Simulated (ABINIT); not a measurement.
# Quasiparticle gap of CsCaBr3 (Pm-3m) in ABINIT, part 2 of 2

Wanted: ground state, empty states, screening and self-energy for CsCaBr3 (Pm-3m).

ABINIT 10.8.3; LDA and many-body steps on it, plane waves. Known limits of the many-body steps: not at the basis limit; no spin-orbit coupling; coarse k mesh.

So far. Step 2 (Ground state): The gap is indirect, with the least direct gap 0.25 eV higher. Step 3 (Empty states on the mesh, 2×2×2 mesh, 270 bands): On this mesh the gap is 4.079 eV.

## (4) Screening, 2×2×2 mesh, 246 bands, screening to 130.6 eV

The RPA dielectric matrix is built and inverted for each q.

This step: RPA screening on LDA, plane waves, norm-conserving pseudopotentials.

Input file run.abi:

```
acell 3*1.0 Angstrom
rprim 
  5.708665730000 0.000000000000 0.000000000000
  0.000000000000 5.708665730000 0.000000000000
  0.000000000000 0.000000000000 5.708665730000
ntypat 3
znucl 55 20 35
natom 5
typat 1 2 3 3 3
xred 
  0.000000000000 0.000000000000 0.000000000000
  0.500000000000 0.500000000000 0.500000000000
  0.500000000000 0.000000000000 0.500000000000
  0.000000000000 0.500000000000 0.500000000000
  0.500000000000 0.500000000000 0.000000000000
pp_dirpath "pseudos"
pseudos "Cs.upf, Ca.upf, Br.upf"
ecut 30
ngkpt 2 2 2
nshiftk 1
shiftk 0 0 0
kptopt 1
chksymbreak 0
istwfk *1
occopt 1
irdwfk 1
optdriver 3
nband 246
ecuteps 4.8
inclvkb 2
awtr 1
symchi 1
indata_prefix "in"
outdata_prefix "out"
tmpdata_prefix "tmp"
```

The run is started by

```console
$ OMP_NUM_THREADS=1 mpirun -n 4 abinit run.abi > log
```

Numbers of over 12 decimals in the logs are rounded to 6 here.

The log of the run:

```text
.Version 10.8.3 of ABINIT. v10.8.2 released Aug 2026.

 Symmetries : space group Pm -3 m (#221); Bravais cP (primitive cubic)
[... echo of the input left out ...]
== DATASET  1 ==================================================================
-   mpi_nproc: 4, omp_nthreads: 1 (-1 if OMP is not activated)

--- !DatasetInfo
iteration_state: {dtset: 1, }
dimensions: {natom: 5, nkpt: 4, mband: 246, nsppol: 1, nspinor: 1, nspden: 1, mpw: 9952, }
cutoff_energies: {ecut:  30.0, pawecutdg:  -1.0, }
electrons: {nelect:   4.00000000E+01, charge:   0.00000000E+00, occopt:   1.00000000E+00, tsmear:   1.00000000E-02, }

 SCREENING: Calculation of the susceptibility and dielectric matrices

 Based on a program developped by R.W. Godby, V. Olevano, G. Onida, and L. Reining.
 Incorporated in ABINIT by V. Olevano, G.-M. Rignanese, and M. Torrent.
.Using double precision arithmetic ; gwpc =  8

[... cell and pseudopotentials left out ...]
--------------------------------------------------------------------------------

 ==== K-mesh for the wavefunctions ====
 Number of points in the irreducible wedge :     4
[... list of points left out ...]
 Together with 48 symmetry operations and time-reversal symmetry
 yields     8 points in the full Brillouin Zone.

 ==== Q-mesh for the screening function ====
 Number of points in the irreducible wedge :     4
[... list of points left out ...]
 Together with 48 symmetry operations and time-reversal symmetry
 yields     8 points in the full Brillouin Zone.

 setmesh: FFT mesh size selected  =    40x   40x   40
          total number of points  =        64000

 vcoul_init : cutoff-mode = AUXILIARY_FUNCTION
 q-points for optical limit:   1
     1)      0.000010    0.000020    0.000030

- screening: taking advantage of time-reversal symmetry
- Maximum band index for partially occupied states nbvw = 20
- Remaining bands to be divided among processors   nbcw = 226
- Number of bands treated by each node ~56

 Number of electrons calculated from density =   40.0000; Expected =   40.0000
 average of density, n =  0.031861
 r_s =    1.9568
 omega_plasma =   17.2181 [eV]

 calculating chi0 at frequencies [eV] :
  1    0.000000E+00    0.000000E+00
  2    0.000000E+00    1.721811E+01

--------------------------------------------------------------------------------
  q-point number  1        q = ( 0.000000, 0.000000, 0.000000) [r.l.u.]
--------------------------------------------------------------------------------
[... chi0 elements left out ...]
 For q-point:  0.000010 0.000020 0.000030
  dielectric constant =   3.2034
  dielectric constant without local fields =   3.7814

  Average fulfillment of the sum rule on Im[epsilon] for q-point    1 :     82.32  [%]
[... wings left out ...]
  q-point number  2        q = ( 0.500000, 0.000000, 0.000000) [r.l.u.]
--------------------------------------------------------------------------------
[... chi0 elements left out ...]
  Average fulfillment of the sum rule on Im[epsilon] for q-point    2 :     86.60  [%]

 [... 2 further q-points ...]
```

It took 83 s on 4 MPI ranks of Arm Neoverse V1, shared host; peak memory 2.2 GiB; 5.5 min of CPU time.

This step gave:

```yaml
eps_infinity_with_local_fields_on_this_mesh_along_the_program_s_q_direction: 3.203
the_same_without_local_fields: 3.781
plasma_frequency: 17.22 eV
plane_waves_in_the_screening_matrix: 619
```

Local fields lower ε∞ by 15 %. On a Γ-centred mesh this coarse the value itself is usually too large, while a short band sum pulls it down.

## (5) Self-energy, 2×2×2 mesh, 246 bands, screening to 130.6 eV

The self-energy is evaluated for the states that the input lists, and the levels follow from it, in one-shot runs by the linearised quasiparticle equation.

This step: G0W0 on LDA, plane waves, norm-conserving pseudopotentials.

run.abi: that of step 4 with these lines changed.

```diff
@@ -26,8 +26,17 @@
 irdwfk 1
-optdriver 3
+optdriver 4
 nband 246
+gwcalctyp 0
+ecutsigx 30
+symsigma 1
+nkptgw 2
+kptgw 
+  0.5000000000 0.5000000000 0.5000000000
+  0.0000000000 0.0000000000 0.0000000000
+bdgw 
+  18 23
+  18 24
 ecuteps 4.8
-inclvkb 2
-awtr 1
-symchi 1
+irdscr 1
+ppmodel 1
 indata_prefix "in"
```

The log of the run:

```text
.Version 10.8.3 of ABINIT. v10.8.2 released Aug 2026.

 Symmetries : space group Pm -3 m (#221); Bravais cP (primitive cubic)
[... echo of the input left out ...]
== DATASET  1 ==================================================================
-   mpi_nproc: 4, omp_nthreads: 1 (-1 if OMP is not activated)

--- !DatasetInfo
iteration_state: {dtset: 1, }
dimensions: {natom: 5, nkpt: 4, mband: 246, nsppol: 1, nspinor: 1, nspden: 1, mpw: 9952, }
cutoff_energies: {ecut:  30.0, pawecutdg:  -1.0, }
electrons: {nelect:   4.00000000E+01, charge:   0.00000000E+00, occopt:   1.00000000E+00, tsmear:   1.00000000E-02, }

 SIGMA: Calculation of the GW corrections

 Based on a program developped by R.W. Godby, V. Olevano, G. Onida, and L. Reining.
 Incorporated in ABINIT by V. Olevano, G.-M. Rignanese, and M. Torrent.
.Using double precision arithmetic ; gwpc =  8

[... cell and pseudopotentials left out ...]
--------------------------------------------------------------------------------

 ==== K-mesh for the wavefunctions ====
 Number of points in the irreducible wedge :     4
[... list of points left out ...]
 Together with 48 symmetry operations and time-reversal symmetry
 yields     8 points in the full Brillouin Zone.

 ==== Q-mesh for screening function ====
 Number of points in the irreducible wedge :     4
[... list of points left out ...]
 Together with 48 symmetry operations and time-reversal symmetry
 yields     8 points in the full Brillouin Zone.

 vcoul_init : cutoff-mode = AUXILIARY_FUNCTION
 q-points for optical limit:   1
     1)      0.000010    0.000020    0.000030
 setmesh: FFT mesh size selected  =    54x   54x   54
          total number of points  =       157464

 Number of electrons calculated from density =   40.0000; Expected =   40.0000
 average of density, n =  0.031861
 r_s =    1.9568
 omega_plasma =   17.2181 [eV]

 === KS Band Gaps ===
  >>>> For spin  1
   Minimum direct gap =   4.3325 [eV], located at k-point      :   0.0000  0.0000  0.0000
   Fundamental gap    =   4.0789 [eV], Top of valence bands at :   0.5000  0.5000  0.5000
                                       Bottom of conduction at :   0.0000  0.0000  0.0000
 SIGMA fundamental parameters:
 PLASMON POLE MODEL  1
 number of plane-waves for SigmaX                 9795
 number of plane-waves for SigmaC and W            619
 number of plane-waves for wavefunctions          9795
 number of bands                                   246
 number of independent spin polarizations            1
 number of spinorial components                      1
 number of k-points in IBZ                           4
 number of q-points in IBZ                           4
 number of symmetry operations                      48
 number of k-points in BZ                            8
 number of q-points in BZ                            8
 number of frequencies for dSigma/dE                 9
 frequency step for dSigma/dE [eV]                0.25
 number of omega for Sigma on real axis              0
 max omega for Sigma on real axis  [eV]           0.00
 zcut for avoiding poles [eV]                     0.10

 EPSILON^-1 parameters (SCR file):
 dimension of the eps^-1 matrix on file            619
 dimension of the eps^-1 matrix used               619
 number of plane-waves for wavefunctions          9795
 number of bands                                   246
 number of q-points in IBZ                           4
 number of frequencies                               2
 number of real frequencies                          1
 number of imag frequencies                          1

 matrix elements of self-energy operator (all in [eV])

 Perturbative Calculation

--- !SelfEnergy_ee
iteration_state: {dtset: 1, }
kpoint     : [   0.500,    0.500,    0.500, ]
spin       : 1
KS_gap     :    5.719
QP_gap     :    8.054
Delta_QP_KS:    2.335
data: !SigmaeeData |
     Band     E0 <VxcDFT>   SigX SigC(E0)      Z dSigC/dE  Sig(E)    E-E0       E
       18   0.587 -12.794 -16.353   2.063   0.802  -0.247 -13.994  -1.200  -0.613
       19   0.587 -12.794 -16.353   2.063   0.802  -0.247 -13.994  -1.200  -0.613
       20   0.587 -12.794 -16.353   2.063   0.802  -0.247 -13.994  -1.200  -0.613
       21   6.306  -7.934  -3.495  -3.097   0.846  -0.182  -6.799   1.135   7.441
       22   6.306  -7.934  -3.495  -3.097   0.846  -0.182  -6.799   1.135   7.441
       23   6.306  -7.934  -3.495  -3.097   0.846  -0.182  -6.799   1.135   7.441

--- !SelfEnergy_ee
iteration_state: {dtset: 1, }
kpoint     : [   0.000,    0.000,    0.000, ]
spin       : 1
KS_gap     :    4.332
QP_gap     :    6.577
Delta_QP_KS:    2.245
data: !SigmaeeData |
     Band     E0 <VxcDFT>   SigX SigC(E0)      Z dSigC/dE  Sig(E)    E-E0       E
       18   0.333 -12.882 -16.438   2.061   0.803  -0.246 -14.082  -1.200  -0.867
       19   0.333 -12.882 -16.438   2.061   0.803  -0.246 -14.082  -1.200  -0.867
       20   0.333 -12.882 -16.438   2.061   0.803  -0.246 -14.082  -1.200  -0.867
       21   4.666  -7.544  -3.242  -3.073   0.850  -0.176  -6.499   1.045   5.711
       22   5.101 -11.208  -5.425  -3.513   0.827  -0.209  -9.331   1.876   6.977
       23   5.101 -11.208  -5.425  -3.513   0.827  -0.209  -9.331   1.876   6.977
       24   5.101 -11.208  -5.425  -3.513   0.827  -0.209  -9.331   1.876   6.977

== END DATASET(S) ==============================================================
================================================================================

 -outvars: echo values of variables after computation  --------
           etotal      0.0000000000E+00
            nband         246
             nkpt           4
          spgroup         221
 [... the other variables as echoed above ...]

 Calculation completed.
```

It took 63 s on 4 MPI ranks; peak memory 2.1 GiB.

Numbers from this step:

```yaml
g0w0_gap_on_the_points_computed: 6.324 eV
starting_gap_on_the_mesh: 4.079 eV
k_of_the_valence_top: 0.5, 0.5, 0.5
k_of_the_conduction_bottom: 0, 0, 0
z_at_the_valence_top: 0.802
z_at_the_conduction_bottom: 0.85
least_direct_g0w0_gap_on_the_computed_points: 6.578 eV
```

The gap on the mesh goes from 4.08 eV to 6.32 eV, a correction of +2.25 eV.

Limits: finite bands, cutoff and mesh; no spin-orbit coupling; coarse k mesh. v1 is the top filled band, c1 the lowest empty one. Levels before and after the correction, in eV, zero at the valence-band top of each column:

|  | conduction bottom | valence top |
| --- | --- | --- |
| Kohn-Sham | 4.08 | 0.00 |
| G0W0 | 6.32 | 0.00 |

|  | level | energy (eV) |
| --- | --- | --- |
| Kohn-Sham | (0.5 0.5 0.5) v3-v1 | 0.000 |
| Kohn-Sham | (0.5 0.5 0.5) c1-c3 | 5.719 |
| Kohn-Sham | Γ v3-v1 | -0.254 |
| Kohn-Sham | Γ c1 | 4.079 |
| Kohn-Sham | Γ c2-c4 | 4.514 |
| G0W0 | (0.5 0.5 0.5) v3-v1 | 0.000 |
| G0W0 | (0.5 0.5 0.5) c1-c3 | 8.054 |
| G0W0 | Γ v3-v1 | -0.254 |
| G0W0 | Γ c1 | 6.324 |
| G0W0 | Γ c2-c4 | 7.590 |

## (6) Where the time went

Times are wall times on 4 MPI ranks of Arm Neoverse V1, shared host, good to a factor of about two.

| step | time | share | memory (GiB) |
| --- | --- | --- | --- |
| ground state | 46 s | 12 % | 0.41 |
| empty states on the mesh | 3.4 min | 52 % | 0.46 |
| screening | 83 s | 21 % | 2.2 |
| self-energy | 63 s | 16 % | 2.1 |

## (7) What came out

```yaml
lda_gap: 4.08 eV, indirect
g0w0_gap_on_the_mesh: 6.32 eV
gw_settings: 2×2×2 mesh, 246 bands, screening to 130.6 eV, Godby-Needs plasmon pole
known_limits: not at the basis limit; no spin-orbit coupling; coarse k mesh
```

In words: G0W0 moves the gap on the mesh from 4.08 eV to 6.32 eV (+2.25 eV), with Z of 0.80 and 0.85 at the edges. Local fields lower the RPA ε∞ on this mesh from 3.78 to 3.20; a Γ-centred mesh this coarse tends to raise both, most where the direct gap is narrow, while a short band sum lowers them. Only 2 of the mesh's irreducible points were corrected, so a valley elsewhere could overtake. The dearest step here is «empty states on the mesh». Bands and cutoff are finite, so the gap is not at the basis limit. The miss can reach some tenths of an eV and take either sign; the mesh is an error of its own. In the G0W0 run levels were corrected at 2 k points alone, so a gap called «on the mesh» is the least over those, and an edge elsewhere would be missed. The 2×2×2 mesh is coarse for this cell, which bears on the long-range parts of exchange and screening. This is the ideal cubic cell; many perovskites, halides above all, are cubic only on average, and local tilts or off-centring can widen the gap. The many-body steps are scalar-relativistic: spin-orbit coupling is not in them.

[Paths, hosts, dates, memory and timing lines, banners, echoed tables and standing remarks are left out of the program output.]

[Logs are printed without paths, hosts, clocks, repeated set-up lines and the standing remarks that a program may print on its own settings, such as how far it seeks lower states.]

[Runs of the session that timed out or met a known fault of the program may be left out.]

[Hosts, paths, dates, database ids (printed as entryN), source tags and the programs' standing remarks are cut or masked in the printed files.]

[G0W0 gaps are taken among the corrected bands and points alone; a level outside them can change the order at an edge.]

[Where Ansatz stands beside ABINIT at settings called matched, ABINIT's density can come from a denser mesh and the files from another edition; pairs whose starting gaps differed by over 0.03 eV were left out, so agreement reads better than it is.]
